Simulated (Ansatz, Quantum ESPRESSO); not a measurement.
# Predicting the next point of a tunnelling series: vacuum gaps between two Nb(110) faces

Method. Quantum ESPRESSO 7.5 (pw.x, pwcond.x), PBE, GBRV ultrasoft; geometry as built. T is the transmission per spin at the Fermi level, averaged over the mesh across the current, in a cell of 7.79 Å². The series steps the width of the vacuum gap.

```
width (Å)      T
        4  0.462
        5  0.285
        6  0.114
```

One more run was made and is withheld. What is T at 7 Å?

By hand: In the tunnelling regime ln T falls linearly. The last two rows give a slope of ln(0.285/0.114)/(6 − 5) = 0.916 per Å, so T(7) ≈ 0.114 × exp(−0.916 × 1) = 0.0456.

What the calculation gave: T = 0.0371; the estimate is 1.23 times that. The slope over the last interval is 1.119: steeper than before. Points of the mesh with over 2.5 times the mean carry 80 % of this T, and one passes 0.65: resonant or open transport, which no single decay describes. A second code, Ansatz 0.2.0, gives 0.0329.

Caveats: Short leads, unrelaxed atoms, a barrier without the image potential and an untested mesh.

[Logs are printed without paths, hosts, clocks, repeated set-up lines and the standing remarks that a program may print on its own settings, such as how far it seeks lower states.]
